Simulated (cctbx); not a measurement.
## Accept or mend?

Cell a = 4.7590 Å, b = 7.8810 Å, c = 8.1250 Å, α = 90.00°, β = 90.00°, γ = 90.00°; space group Immm (no. 71).

The data are simulated with cctbx, not measured: Cu Kα, λ = 1.54184 Å, to d = 0.8 Å, 70 % of the full sphere, strongest reflection 5000 counts, noise from counting, a 3 % proportional error and a noise floor of 4 counts (s.d.); no absorption.

An anisotropic refinement with weights 1/σ² prints:

```text
Rint 0.041, 198 unique reflections to 0.80 A
cycle     R1     wR2    GooF  max shift (A)
   1  0.3240  0.5849  14.922   0.01676
   3  0.2799  0.5350  13.650   0.00002
final R1 0.2799 wR2 0.5350 GooF 13.650  parameters 21  data/parameter 9.4
atom        x        y        z      Ueq    occ   su(xyz)  su(Uiso or U11)
Dy1    0.00000  0.00000  0.00000   0.0110  1.000  0.00000  0.0069
Co1    0.50000  0.00000  0.75387  -0.0000  1.000  0.00241  0.0100  NPD
Fe1    0.25000  0.25000  0.25000   0.0040  1.000  0.00000  0.0077  NPD
Cr1    0.00000  0.67844  0.50000  -0.0160  1.000  0.00163  0.0067  NPD
Cr2    0.00000  0.00000  0.33870  -0.0036  1.000  0.00231  0.0096  NPD
difference map: max 56.45 min -21.75 rms 3.98
Q1    0.0000  0.3474  0.0000    4   56.56  2.39 A from Co1
Q2    0.0000  0.0000  0.5000    2   33.77  1.31 A from Cr2
Q3    0.0000  0.0000  0.0000    2   26.40  0.00 A from Dy1
Q4    0.0000  0.0000  0.3270    4   20.86  0.09 A from Cr2
Q5    0.0000  0.3366  0.5000    4   19.98  0.12 A from Cr1
Q6    0.0000  0.3332  0.3324    8   17.51  1.36 A from Cr1
```

Q: Accept it or mend it, and why?

Mend it. The fault: an atom left out, Cr at (1/2, 0.1564, 1/2). Against the right model at the same level, R1 goes from 0.0159 to 0.2799 and GooF from 0.94 to 13.65, U of Cr1 shrinks from 0.0088 to -0.0160 Å², the top difference peak, 56.6 e/Å³, lies 2.39 Å from Co1 and Co1, Fe1, Cr1 and Cr2 go non-positive-definite. Q1 is the missing atom. With scattering power missing, scale and phases suffer, so peaks may also grow on the heavy atoms.

The compound is DyCr6Fe4Co2. The right model at the same level gives:

```text
Rint 0.041, 198 unique reflections to 0.80 A
cycle     R1     wR2    GooF  max shift (A)
   1  0.0192  0.0423   1.091   0.00048
   2  0.0159  0.0363   0.936   0.00000
final R1 0.0159 wR2 0.0363 GooF 0.936  parameters 25  data/parameter 7.9
atom        x        y        z      Ueq    occ   su(xyz)  su(Uiso or U11)
Dy1    0.00000  0.00000  0.00000   0.0068  1.000  0.00000  0.0003
Co1    0.50000  0.00000  0.75375   0.0089  1.000  0.00015  0.0006
Fe1    0.25000  0.25000  0.25000   0.0102  1.000  0.00000  0.0005
Cr1    0.00000  0.68064  0.50000   0.0088  1.000  0.00018  0.0006
Cr2    0.50000  0.15633  0.50000   0.0106  1.000  0.00017  0.0007
Cr3    0.00000  0.00000  0.33891   0.0083  1.000  0.00016  0.0006
difference map: max 1.12 min -0.68 rms 0.19
Q1    0.0000  0.5000  0.3909    4    1.12  1.11 A from Co1
Q2    0.1726  0.5000  0.5000    4    0.86  1.56 A from Dy1
Q3    0.0000  0.0000  0.0936    4    0.85  0.76 A from Dy1
Q4    0.1770  0.5000  0.0000    4    0.69  1.49 A from Cr2
Q5    0.0000  0.2031  0.5000    4    0.64  0.92 A from Cr1
Q6    0.0723  0.0000  0.2306    8    0.63  0.95 A from Cr3
```

Isotropic U is held between 0.0001 and 1 Å² by the program, and listed peak heights are interpolated, so they can pass the grid's maximum.

The model is made up (kin elements in a known structure type, no relaxation), so it says nothing on whether the phase exists.

[Middle refinement cycles are left out of these outputs.]

[Logs are printed without paths, hosts, clocks, repeated set-up lines and the standing remarks that a program may print on its own settings, such as how far it seeks lower states.]
